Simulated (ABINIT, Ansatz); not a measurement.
# A GW chain in ABINIT: InF3 (R-3c), part 3 of 3

How does a plane-wave GW calculation on InF3 (R-3c) run from the first input to the gap?

ABINIT 10.8.3; LDA and many-body steps on it, plane waves. Known limits of the many-body steps: not at the basis limit; no spin-orbit coupling.

So far. Step 4 (Empty states on the mesh, 4×4×4 mesh, 267 bands): On this mesh the gap is 4.010 eV. Step 5 (Screening, 4×4×4 mesh, 243 bands, screening to 174.2 eV): Local fields lower ε∞ by 5 %.

## (6) Self-energy, 4×4×4 mesh, 243 bands, screening to 174.2 eV

The self-energy is evaluated for the states that the input lists, and the levels follow from it, in one-shot runs by the linearised quasiparticle equation.

This step: G0W0 on LDA, plane waves, norm-conserving pseudopotentials.

File run.abi:

```
acell 3*1.0 Angstrom
rprim 
  2.602141182914 1.502346912402 4.907506134507
  -2.602141182914 1.502346912402 4.907506134507
  0.000000000000 -3.004693824873 4.907506134486
ntypat 2
znucl 49 9
natom 8
typat 1 1 2 2 2 2 2 2
xred 
  0.500000000000 0.500000000000 0.500000000000
  -0.000000000000 0.000000000000 0.000000000000
  0.395709220000 0.750000000000 0.104290780000
  0.750000000000 0.104290780000 0.395709220000
  0.895709220000 0.604290780000 0.250000000000
  0.250000000000 0.895709220000 0.604290780000
  0.604290780000 0.250000000000 0.895709220000
  0.104290780000 0.395709220000 0.750000000000
pp_dirpath "pseudos"
pseudos "In.upf, F.upf"
ecut 36
ngkpt 4 4 4
nshiftk 1
shiftk 0 0 0
kptopt 1
chksymbreak 0
istwfk *1
occopt 1
irdwfk 1
optdriver 4
nband 243
gwcalctyp 0
ecutsigx 36
symsigma 1
nkptgw 2
kptgw 
  0.5000000000 0.5000000000 0.0000000000
  0.0000000000 0.0000000000 0.0000000000
bdgw 
  41 44
  41 44
ecuteps 6.4
irdscr 1
ppmodel 1
indata_prefix "in"
outdata_prefix "out"
tmpdata_prefix "tmp"
```

Started as:

```
$ OMP_NUM_THREADS=1 mpirun -n 8 abinit run.abi > log
```

Numbers of over 12 decimals in the logs are rounded to 6 here.

What it wrote:

```text
.Version 10.8.3 of ABINIT. v10.8.2 released Aug 2026.

 Symmetries : space group R-3 c (#167); Bravais hR (rhombohedral)
[... echo of the input left out ...]
== DATASET  1 ==================================================================
-   mpi_nproc: 8, omp_nthreads: 1 (-1 if OMP is not activated)

--- !DatasetInfo
iteration_state: {dtset: 1, }
dimensions: {natom: 8, nkpt: 13, mband: 243, nsppol: 1, nspinor: 1, nspden: 1, mpw: 8026, }
cutoff_energies: {ecut:  36.0, pawecutdg:  -1.0, }
electrons: {nelect:   8.40000000E+01, charge:   0.00000000E+00, occopt:   1.00000000E+00, tsmear:   1.00000000E-02, }

 SIGMA: Calculation of the GW corrections

 Based on a program developped by R.W. Godby, V. Olevano, G. Onida, and L. Reining.
 Incorporated in ABINIT by V. Olevano, G.-M. Rignanese, and M. Torrent.
.Using double precision arithmetic ; gwpc =  8

[... cell and pseudopotentials left out ...]
--------------------------------------------------------------------------------

 ==== K-mesh for the wavefunctions ====
 Number of points in the irreducible wedge :    13
[... list of points left out ...]
 Together with 12 symmetry operations and time-reversal symmetry
 yields    64 points in the full Brillouin Zone.

 ==== Q-mesh for screening function ====
 Number of points in the irreducible wedge :    13
[... list of points left out ...]
 Together with 12 symmetry operations and time-reversal symmetry
 yields    64 points in the full Brillouin Zone.

 vcoul_init : cutoff-mode = AUXILIARY_FUNCTION
 q-points for optical limit:   1
     1)      0.000010    0.000020    0.000030
 setmesh: FFT mesh size selected  =    60x   60x   60
          total number of points  =       216000

 Number of electrons calculated from density =   84.0000; Expected =   84.0000
 average of density, n =  0.108136
 r_s =    1.3021
 omega_plasma =   31.7205 [eV]

 === KS Band Gaps ===
  >>>> For spin  1
   Minimum direct gap =   4.0423 [eV], located at k-point      :   0.0000  0.0000  0.0000
   Fundamental gap    =   4.0104 [eV], Top of valence bands at :   0.5000  0.5000  0.0000
                                       Bottom of conduction at :   0.0000  0.0000  0.0000
 SIGMA fundamental parameters:
 PLASMON POLE MODEL  1
 number of plane-waves for SigmaX                 7987
 number of plane-waves for SigmaC and W            593
 number of plane-waves for wavefunctions          7987
 number of bands                                   243
 number of independent spin polarizations            1
 number of spinorial components                      1
 number of k-points in IBZ                          13
 number of q-points in IBZ                          13
 number of symmetry operations                      12
 number of k-points in BZ                           64
 number of q-points in BZ                           64
 number of frequencies for dSigma/dE                 9
 frequency step for dSigma/dE [eV]                0.25
 number of omega for Sigma on real axis              0
 max omega for Sigma on real axis  [eV]           0.00
 zcut for avoiding poles [eV]                     0.10

 EPSILON^-1 parameters (SCR file):
 dimension of the eps^-1 matrix on file            593
 dimension of the eps^-1 matrix used               593
 number of plane-waves for wavefunctions          7987
 number of bands                                   243
 number of q-points in IBZ                          13
 number of frequencies                               2
 number of real frequencies                          1
 number of imag frequencies                          1

 matrix elements of self-energy operator (all in [eV])

 Perturbative Calculation

--- !SelfEnergy_ee
iteration_state: {dtset: 1, }
kpoint     : [   0.500,    0.500,    0.000, ]
spin       : 1
KS_gap     :    6.537
QP_gap     :   10.632
Delta_QP_KS:    4.095
data: !SigmaeeData |
     Band     E0 <VxcDFT>   SigX SigC(E0)      Z dSigC/dE  Sig(E)    E-E0       E
       41  -1.177 -23.605 -30.878   5.183   0.807  -0.239 -25.292  -1.687  -2.863
       42  -1.024 -22.915 -30.810   5.580   0.800  -0.249 -24.768  -1.853  -2.877
       43   5.512 -18.194 -12.844  -2.724   0.854  -0.171 -15.951   2.242   7.754
       44   7.061 -19.119 -13.049  -3.050   0.848  -0.179 -16.558   2.561   9.622

--- !SelfEnergy_ee
iteration_state: {dtset: 1, }
kpoint     : [   0.000,    0.000,    0.000, ]
spin       : 1
KS_gap     :    4.042
QP_gap     :    7.686
Delta_QP_KS:    3.644
data: !SigmaeeData |
     Band     E0 <VxcDFT>   SigX SigC(E0)      Z dSigC/dE  Sig(E)    E-E0       E
       41  -1.056 -22.752 -30.714   5.614   0.799  -0.251 -24.629  -1.877  -2.933
       42  -1.056 -22.752 -30.714   5.614   0.799  -0.251 -24.629  -1.877  -2.933
       43   2.986 -15.001 -10.317  -2.650   0.869  -0.151 -13.234   1.767   4.753
       44   8.395 -19.924 -13.242  -3.323   0.844  -0.186 -17.090   2.834  11.228

== END DATASET(S) ==============================================================
================================================================================

 -outvars: echo values of variables after computation  --------
           etotal      0.0000000000E+00
            nband         243
             nkpt          13
          spgroup         167
 [... the other variables as echoed above ...]

 Calculation completed.
```

It took 87 s on 8 MPI ranks of Arm Neoverse V1, shared host; peak memory 9 GiB.

This step gave:

| Quantity | Value |
| --- | --- |
| G0W0 gap on the points computed | 7.616 eV |
| starting gap on the mesh | 4.010 eV |
| k of the valence top | 0.5, 0.5, 0 |
| k of the conduction bottom | 0, 0, 0 |
| Z at the valence top | 0.807 |
| Z at the conduction bottom | 0.869 |
| least direct G0W0 gap on the computed points | 7.686 eV |

The gap on the mesh goes from 4.01 eV to 7.62 eV, a correction of +3.61 eV.

Limits: finite bands, cutoff and mesh; no spin-orbit coupling. v1 is the top filled band, c1 the lowest empty one. Levels before and after the correction, in eV, zero at the valence-band top of each column:

|  | conduction bottom | valence top |
| --- | --- | --- |
| Kohn-Sham | 4.01 | 0.00 |
| G0W0 | 7.62 | 0.00 |

|  | level | energy (eV) |
| --- | --- | --- |
| Kohn-Sham | (0.5 0.5 0) v2 | -0.152 |
| Kohn-Sham | (0.5 0.5 0) v1 | 0.000 |
| Kohn-Sham | (0.5 0.5 0) c1 | 6.537 |
| Kohn-Sham | (0.5 0.5 0) c2 | 8.086 |
| Kohn-Sham | Γ v2-v1 | -0.032 |
| Kohn-Sham | Γ c1 | 4.010 |
| Kohn-Sham | Γ c2 | 9.419 |
| G0W0 | (0.5 0.5 0) v2 | 0.000 |
| G0W0 | (0.5 0.5 0) v1 | -0.014 |
| G0W0 | (0.5 0.5 0) c1 | 10.617 |
| G0W0 | (0.5 0.5 0) c2 | 12.485 |
| G0W0 | Γ v2-v1 | -0.070 |
| G0W0 | Γ c1 | 7.616 |
| G0W0 | Γ c2 | 14.091 |

## (7) Where the time went

Times are wall times on 8 MPI ranks of Arm Neoverse V1, shared host, good to a factor of about two.

| step | time | share | memory (GiB) |
| --- | --- | --- | --- |
| ground state | 46 s | 2 % | 0.91 |
| bands along the symmetry lines | 45 s | 2 % | 0.82 |
| empty states on the mesh | 3.6 min | 10 % | 1.1 |
| screening | 28 min | 81 % | 14 |
| self-energy | 87 s | 4 % | 9.0 |

## (8) Summary of results

```
LDA gap              : 4.01 eV, indirect (only 32 meV under the direct gap)
G0W0 gap on the mesh : 7.62 eV
GW settings          : 4×4×4 mesh, 243 bands, screening to 174.2 eV, Godby-Needs plasmon pole
known limits         : not at the basis limit; no spin-orbit coupling
```

What this shows: G0W0 moves the gap on the mesh from 4.01 eV to 7.62 eV (+3.61 eV), with Z of 0.81 and 0.87 at the edges. Local fields lower the RPA ε∞ on this mesh from 2.54 to 2.41. Only 2 of the mesh's irreducible points were corrected, so a valley elsewhere could overtake. The dearest step here is «screening». Bands and cutoff are finite, so the gap is not at the basis limit. The miss can reach some tenths of an eV and take either sign; the mesh is an error of its own. In the G0W0 run levels were corrected at 2 k points alone, so a gap called «on the mesh» is the least over those, and an edge elsewhere would be missed. The many-body steps are scalar-relativistic: spin-orbit coupling is not in them.

[Paths, hosts, dates, memory and timing lines, banners, echoed tables and standing remarks are left out of the program output.]

[Logs are printed without paths, hosts, clocks, repeated set-up lines and the standing remarks that a program may print on its own settings, such as how far it seeks lower states.]

[Runs of the session that timed out or met a known fault of the program may be left out.]

[Hosts, paths, dates, database ids (printed as entryN), source tags and the programs' standing remarks are cut or masked in the printed files.]

[G0W0 gaps are taken among the corrected bands and points alone; a level outside them can change the order at an edge.]

[Where Ansatz stands beside ABINIT at settings called matched, ABINIT's density can come from a denser mesh and the files from another edition; pairs whose starting gaps differed by over 0.03 eV were left out, so agreement reads better than it is.]
